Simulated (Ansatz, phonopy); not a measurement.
# NaBe (hypothetical, Pm-3m): phonons against volume, part 3 of 3

Aim: how the vibrations of NaBe (hypothetical) shift with volume, and the expansion that follows. The crystal structure is hypothetical: it was made by swapping elements on a known structure type.

Ansatz 0.2.0; DFT PBEsol, scalar-relativistic, plane waves, PAW.

So far. Step 9 (A cell at another volume, V/V0 0.985): The run ends at a pressure of 0.41 GPa. Step 10 (Phonons, V/V0 0.985): The lowest solved frequency is -189 cm⁻¹, so the cell is unstable here and gives no valid free energy. The highest zone-centre mode (no LO–TO term) moved by +1.9 % for a volume change of -1.5 %.

### 11. A cell at another volume, V/V0 1.03

Symmetry fixes every atom, so a single point at the scaled cell gives the energy and pressure of this member.

The cell differs from the one that the last finished run ended in (a 3.338 → 3.388 Å, b 3.338 → 3.388 Å, c 3.338 → 3.388 Å).

Input file input.yaml:

```yaml
crystal:
  lattice:
    - [3.3876903085, 0.0, 0.0]
    - [0.0, 3.3876903085, 0.0]
    - [0.0, 0.0, 3.3876903085]
  atoms:
    - { symbol: Be, position: [0.5, 0.5, 0.5] }
    - { symbol: Na, position: [0.0, 0.0, 0.0] }
kpoints:
  mp_grid: { grid: [12, 12, 12] }
hamiltonian:
  xc: pbesol
scf:
  occupations: { method: methfessel_paxton, width: 0.15 }
output:
  forces: true
  stress: true
  eigenvalues: true
```

The run is started by

```
ansatz run input.yaml --threads 4 --pin off --max-ram 8192MiB --backend cpu --events-out ev --progress --plain --runs-dir out
```

Numbers of over 12 decimals in the logs are rounded to 6 here.

Output:

```text
[...]
Crystal: 2 atoms, lattice volume = 38.879 Å³
Basis set: ecut = 420 eV, 751 PW (Γ), exchange–correlation on 48×48×48 points (8 copies of the dense FFT grid, shifted against one another)
Bands: 10, of which v1, the nominal top of the filled ones, is band 6 counted from 1 (5 counted from 0)
Symmetry: 48 space group operations
[...]
k-points: 84 of 1728
[...]
Internal energy: -1564.271319 eV  (E = F + TS)
E sigma→0 (E₀):  -1564.270353 eV
Entropy (-TS):   0.001287 eV (0.644 meV/atom)
Fermi energy:    3.089604 eV
[...]
--- Stress (GPa, compression-positive) ---
       -0.732991      -0.000000       0.000000
        0.000000      -0.732991       0.000000
       -0.000000       0.000000      -0.732991
  P = ⅓ Tr σ = -0.7330 GPa (-7.330 kbar)
--- Band table (eV; the first three rows and the last of 84) ---
[...]
[key lines of the parts left out:]
SCF converged after 5 iterations
Free energy (F): -1564.270031 eV
```

Elapsed: 0.4 s, on 4 threads of Intel Xeon Platinum 8488C (Sapphire Rapids), shared host; peak memory 0.37 GiB.

The run ends at a pressure of -0.73 GPa.

### 12. Lattice dynamics at this volume, V/V0 1.03

Phonons at this volume give one point of F(V, T); meshes stay fixed along the series.

input.yaml, the sections that differ from step 11:

```yaml
output:
  eigenvalues: true
phonons:
  method: dfpt
  qmesh: [4, 4, 4]
  temperatures: { t_max: 1000, t_step: 50 }
  qpath:
    path:
      - [[0.0, 0.0, 0.0], [0.0, 0.5, 0.0], [0.5, 0.5, 0.0], [0.0, 0.0, 0.0], [0.5, 0.5, 0.5], [0.0, 0.5, 0.0]]
      - [[0.5, 0.5, 0.5], [0.5, 0.5, 0.0]]
    npoints: 10
# crystal, kpoints, hamiltonian, scf: as in step 11
```

Output:

```text
[...]
Crystal: 2 atoms, lattice volume = 38.879 Å³
Basis set: ecut = 420 eV, 751 PW (Γ), exchange–correlation on 48×48×48 points (8 copies of the dense FFT grid, shifted against one another)
Bands: 10, of which v1, the nominal top of the filled ones, is band 6 counted from 1 (5 counted from 0)
Symmetry: 48 space group operations
k-points: 84 of 1728
[...]
Entropy (-TS):   0.001287 eV (0.644 meV/atom)
Fermi energy:    3.089572 eV
[...]
--- Band table (eV; the first three rows and the last of 84) ---
[...]
ASR residual: 9.225e-5 → 0.000e0 eV/Å²; symmetrization residual: 9.731e-7 eV/Å²
  ASR residual per site (eV/Å²): 9.22e-5 4.91e-5
  Γ frequencies (cm⁻¹): 0.00 0.00 0.00 293.04 293.04 293.04
--- Phonons (arbitrary-q DFPT): 10 irreducible q on the 4×4×4 mesh ---
[...]
interpolated dispersion: 62 rows × 6 modes
[...]
[key lines of the parts left out:]
SCF converged after 8 iterations
Free energy (F): -1564.270031 eV
```

Wall time 67 s (4 threads); peak memory 1.1 GiB; 4.3 min of CPU time.

The lowest solved frequency is -184 cm⁻¹, so the cell is unstable here and gives no valid free energy. The highest zone-centre mode (no LO–TO term) moved by -3.7 % for a volume change of +3.0 %.

### 13. A cell at another volume, V/V0 0.97

Symmetry fixes every atom, so a single point at the scaled cell gives the energy and pressure of this member.

The cell differs from the one that the last finished run ended in (a 3.388 → 3.321 Å, b 3.388 → 3.321 Å, c 3.388 → 3.321 Å).

input.yaml, the sections that differ from step 12:

```yaml
crystal:
  lattice:
    - [3.3205896116, 0.0, 0.0]
    - [0.0, 3.3205896116, 0.0]
    - [0.0, 0.0, 3.3205896116]
  atoms:
    - { symbol: Be, position: [0.5, 0.5, 0.5] }
    - { symbol: Na, position: [0.0, 0.0, 0.0] }
output:
  forces: true
  stress: true
  eigenvalues: true
# kpoints, hamiltonian, scf: as in step 12
# phonons: removed
```

Output:

```text
[...]
Crystal: 2 atoms, lattice volume = 36.614 Å³
Basis set: ecut = 420 eV, 739 PW (Γ), exchange–correlation on 48×48×48 points (8 copies of the dense FFT grid, shifted against one another)
Bands: 10, of which v1, the nominal top of the filled ones, is band 6 counted from 1 (5 counted from 0)
Symmetry: 48 space group operations
[...]
k-points: 84 of 1728
[...]
Internal energy: -1564.270775 eV  (E = F + TS)
E sigma→0 (E₀):  -1564.270020 eV
Entropy (-TS):   0.001006 eV (0.503 meV/atom)
Fermi energy:    3.442958 eV
[...]
--- Stress (GPa, compression-positive) ---
        0.850947      -0.000000       0.000000
       -0.000000       0.850947       0.000000
       -0.000000       0.000000       0.850947
  P = ⅓ Tr σ = 0.8509 GPa (8.509 kbar)
--- Band table (eV; the first three rows and the last of 84) ---
[...]
[key lines of the parts left out:]
SCF converged after 5 iterations
Free energy (F): -1564.269769 eV
```

The job ended after 0.4 s (4 threads; peak memory 0.37 GiB).

The run ends at a pressure of 0.85 GPa.

### 14. Lattice dynamics at this volume, V/V0 0.97

The same q-mesh and k-mesh are kept at every volume, so that much of their error can cancel in the differences.

input.yaml, the sections that differ from step 13:

```yaml
output:
  eigenvalues: true
phonons:
  method: dfpt
  qmesh: [4, 4, 4]
  temperatures: { t_max: 1000, t_step: 50 }
  qpath:
    path:
      - [[0.0, 0.0, 0.0], [0.0, 0.5, 0.0], [0.5, 0.5, 0.0], [0.0, 0.0, 0.0], [0.5, 0.5, 0.5], [0.0, 0.5, 0.0]]
      - [[0.5, 0.5, 0.5], [0.5, 0.5, 0.0]]
    npoints: 10
# crystal, kpoints, hamiltonian, scf: as in step 13
```

Output:

```text
[...]
Crystal: 2 atoms, lattice volume = 36.614 Å³
Basis set: ecut = 420 eV, 739 PW (Γ), exchange–correlation on 48×48×48 points (8 copies of the dense FFT grid, shifted against one another)
Bands: 10, of which v1, the nominal top of the filled ones, is band 6 counted from 1 (5 counted from 0)
Symmetry: 48 space group operations
k-points: 84 of 1728
[...]
Entropy (-TS):   0.001006 eV (0.503 meV/atom)
Fermi energy:    3.442957 eV
[...]
--- Band table (eV; the first three rows and the last of 84) ---
[...]
ASR residual: 4.095e-5 → 0.000e0 eV/Å²; symmetrization residual: 4.804e-7 eV/Å²
  ASR residual per site (eV/Å²): 4.09e-5 1.39e-5
  Γ frequencies (cm⁻¹): 0.00 0.00 0.00 316.12 316.12 316.12
--- Phonons (arbitrary-q DFPT): 10 irreducible q on the 4×4×4 mesh ---
[...]
interpolated dispersion: 62 rows × 6 modes
[...]
[key lines of the parts left out:]
SCF converged after 7 iterations
Free energy (F): -1564.269769 eV
```

The job ended after 68 s (4 threads; peak memory 1.1 GiB; 4.3 min of CPU time).

The lowest solved frequency is -190 cm⁻¹, so the cell is unstable here and gives no valid free energy. The highest zone-centre mode (no LO–TO term) moved by +3.9 % for a volume change of -3.0 %.

### 15. A cell at another volume, V/V0 1.05

Symmetry fixes every atom, so a single point at the scaled cell gives the energy and pressure of this member.

The cell differs from the one that the last finished run ended in (a 3.321 → 3.409 Å, b 3.321 → 3.409 Å, c 3.321 → 3.409 Å).

input.yaml, the sections that differ from step 14:

```yaml
crystal:
  lattice:
    - [3.409476697, 0.0, 0.0]
    - [0.0, 3.409476697, 0.0]
    - [0.0, 0.0, 3.409476697]
  atoms:
    - { symbol: Be, position: [0.5, 0.5, 0.5] }
    - { symbol: Na, position: [0.0, 0.0, 0.0] }
output:
  forces: true
  stress: true
  eigenvalues: true
# kpoints, hamiltonian, scf: as in step 14
# phonons: removed
```

Output:

```text
[...]
Crystal: 2 atoms, lattice volume = 39.634 Å³
Basis set: ecut = 420 eV, 751 PW (Γ), exchange–correlation on 48×48×48 points (8 copies of the dense FFT grid, shifted against one another)
Bands: 10, of which v1, the nominal top of the filled ones, is band 6 counted from 1 (5 counted from 0)
Symmetry: 48 space group operations
[...]
k-points: 84 of 1728
[...]
Internal energy: -1564.266883 eV  (E = F + TS)
E sigma→0 (E₀):  -1564.265883 eV
Entropy (-TS):   0.001334 eV (0.667 meV/atom)
Fermi energy:    2.980718 eV
[...]
--- Stress (GPa, compression-positive) ---
       -1.161272       0.000000       0.000000
        0.000000      -1.161272       0.000000
        0.000000       0.000000      -1.161272
  P = ⅓ Tr σ = -1.1613 GPa (-11.613 kbar)
--- Band table (eV; the first three rows and the last of 84) ---
[...]
[key lines of the parts left out:]
SCF converged after 5 iterations
Free energy (F): -1564.265549 eV
```

Elapsed: 0.43 s, on 4 threads; peak memory 0.37 GiB.

The run ends at a pressure of -1.16 GPa.

### 16. Phonons, V/V0 1.05

Phonons at this volume give one point of F(V, T); meshes stay fixed along the series.

input.yaml, the sections that differ from step 15:

```yaml
output:
  eigenvalues: true
phonons:
  method: dfpt
  qmesh: [4, 4, 4]
  temperatures: { t_max: 1000, t_step: 50 }
  qpath:
    path:
      - [[0.0, 0.0, 0.0], [0.0, 0.5, 0.0], [0.5, 0.5, 0.0], [0.0, 0.0, 0.0], [0.5, 0.5, 0.5], [0.0, 0.5, 0.0]]
      - [[0.5, 0.5, 0.5], [0.5, 0.5, 0.0]]
    npoints: 10
# crystal, kpoints, hamiltonian, scf: as in step 15
```

Output:

```text
[...]
Crystal: 2 atoms, lattice volume = 39.634 Å³
Basis set: ecut = 420 eV, 751 PW (Γ), exchange–correlation on 48×48×48 points (8 copies of the dense FFT grid, shifted against one another)
Bands: 10, of which v1, the nominal top of the filled ones, is band 6 counted from 1 (5 counted from 0)
Symmetry: 48 space group operations
k-points: 84 of 1728
[...]
Entropy (-TS):   0.001334 eV (0.667 meV/atom)
Fermi energy:    2.980697 eV
[...]
--- Band table (eV; the first three rows and the last of 84) ---
[...]
ASR residual: 9.877e-5 → 0.000e0 eV/Å²; symmetrization residual: 1.069e-6 eV/Å²
  ASR residual per site (eV/Å²): 9.88e-5 8.87e-5
  Γ frequencies (cm⁻¹): 0.00 0.00 0.00 285.77 285.77 285.77
--- Phonons (arbitrary-q DFPT): 10 irreducible q on the 4×4×4 mesh ---
[...]
interpolated dispersion: 62 rows × 6 modes
[...]
[key lines of the parts left out:]
SCF converged after 8 iterations
Free energy (F): -1564.265549 eV
```

It took 70 s on 4 threads; peak memory 1.1 GiB; 4.4 min of CPU time.

No LO-TO term. Phonon branches along the path, in cm⁻¹:

| point | branch 1 | branch 2 | branch 3 | branch 4 | branch 5 | branch 6 |
| --- | --- | --- | --- | --- | --- | --- |
| Γ | 0 | 0 | 0 | 286 | 286 | 286 |
| halfway | -34 | 103 | 103 | 222 | 278 | 278 |
| X | -110 | 150 | 150 | 187 | 270 | 270 |
| halfway | -160 | 46 | 146 | 209 | 243 | 283 |
| M | -182 | -182 | 143 | 239 | 239 | 298 |
| halfway | -109 | 127 | 154 | 173 | 247 | 280 |
| Γ | 0 | 0 | 0 | 286 | 286 | 286 |
| halfway | 34 | 34 | 124 | 216 | 228 | 228 |
| R | -59 | -59 | -59 | 194 | 194 | 194 |
| halfway | -155 | 76 | 160 | 174 | 206 | 242 |
| X | -110 | 150 | 150 | 187 | 270 | 270 |
| jump to R | -59 | -59 | -59 | 194 | 194 | 194 |
| halfway | -140 | -140 | 170 | 175 | 223 | 223 |
| M | -182 | -182 | 143 | 239 | 239 | 298 |

The phonon branches as a text plot (rows in cm⁻¹):

```
    288 |****      *****************                            *
    268 | ** ******            **   ***               ****     *
    248 |         **************       *            ** *      * *
    228 |   *       *** **           ** ****      **  *      ***
    208 |    *            *** *        *******   *****     **
    188 |     ******                         ******* ** *****
    168 |                    *         *            *****    *
    148 |      ************  **      **               ****    ***
    128 |    **            ***          *          *        *
    108 |   *      *          **    *                *
     88 |                      *                           *
     68 |  *               **   *                 * *
     48 | *                        * *** **
     28 |* *                     *  *   *
      8 |**                       **             *
    -12 |                        *                 *
    -32 |   *                   *        **
    -52 |    *                 *           ****** *       *
    -72 |     *               *            * *  **        *
    -92 |           *     *                 *    *
   -112 |      ***           *                          ** *
   -132 |         *  *     **                     *    *    **
   -152 |          *     **                        ****
   -172 |           ******                                    ***
         Γ      X      M          Γ            R        X|R     M
```

The lowest solved frequency is -182 cm⁻¹, so the cell is unstable here and gives no valid free energy. The highest zone-centre mode (no LO–TO term) moved by -6.1 % for a volume change of +5.0 %.

### 17. Mode Grüneisen parameters

This step: DFT PBEsol, scalar-relativistic, plane waves, PAW (phonopy 4.10.0).

Volume series, by row:

| V/V0 | V (Å³/atom) | pressure (GPa) | E - E0 (meV/atom) | gap (eV) | zero-point energy (meV/atom) | lowest on the path (cm⁻¹) | highest at Gamma without the LO-TO term (cm⁻¹) |
| --- | --- | --- | --- | --- | --- | --- | --- |
| 0.97 | 18.31 | 0.851 | 1.483 | 0 | - | -190.1 | 316.1 |
| 0.985 | 18.59 | 0.409 | 0.364 | 0 | - | -188.5 | 310.1 |
| 1 | 18.87 | -0.002 | 0 | 0 | - | -187 | 304.3 |
| 1.015 | 19.16 | -0.381 | 0.334 | 0 | - | -185.5 | 298.6 |
| 1.03 | 19.44 | -0.733 | 1.316 | 0 | - | -184.1 | 293 |
| 1.05 | 19.82 | -1.161 | 3.552 | 0 | - | -182.2 | 285.8 |

Optical frequency at Gamma without the LO-TO term, mode 4 against V/V0:

| V/V0 | optical frequency at Gamma without the LO-TO term, mode 4 (cm⁻¹) |
| --- | --- |
| 0.9700 | 316 |
| 0.9850 | 310 |
| 1.0000 | 304 |
| 1.0150 | 299 |
| 1.0300 | 293 |
| 1.0500 | 286 |

### 18. Summary of results

```json
{
  "lowest frequency over the volumes": "-190 cm⁻¹"
}
```

In words: Imaginary modes appear at V/V0 = 0.97, 0.985, 1, 1.015, 1.03 and 1.05, so too few stable volumes remain for a free-energy fit. Mode Grüneisen parameters diverge near a vanishing branch and are not given. The softest solved mode at V/V0 = 0.97 is 190i cm⁻¹ at q = (0, -0.5, -0.5), and 6 of 10 solved wavevectors carry a mode beyond 8i cm⁻¹. In a metal soft modes also hang on the k-mesh and the smearing, which were not converged here. The program warned that a few bands missed the eigensolver's threshold in at least one of the runs. The PAW files were made for PBE and are used here under another functional, for which the program regenerates the frozen cores.

[Logs are printed without paths, hosts, clocks, repeated set-up lines and the standing remarks that a program may print on its own settings, such as how far it seeks lower states.]

[Hosts, paths, dates, database ids (printed as entryN), source tags and the programs' standing remarks are cut or masked in the printed files.]

[A step with changed settings may run another functional than the one named; its input shows which.]

[Of the runs on displaced cells, only some may be shown.]
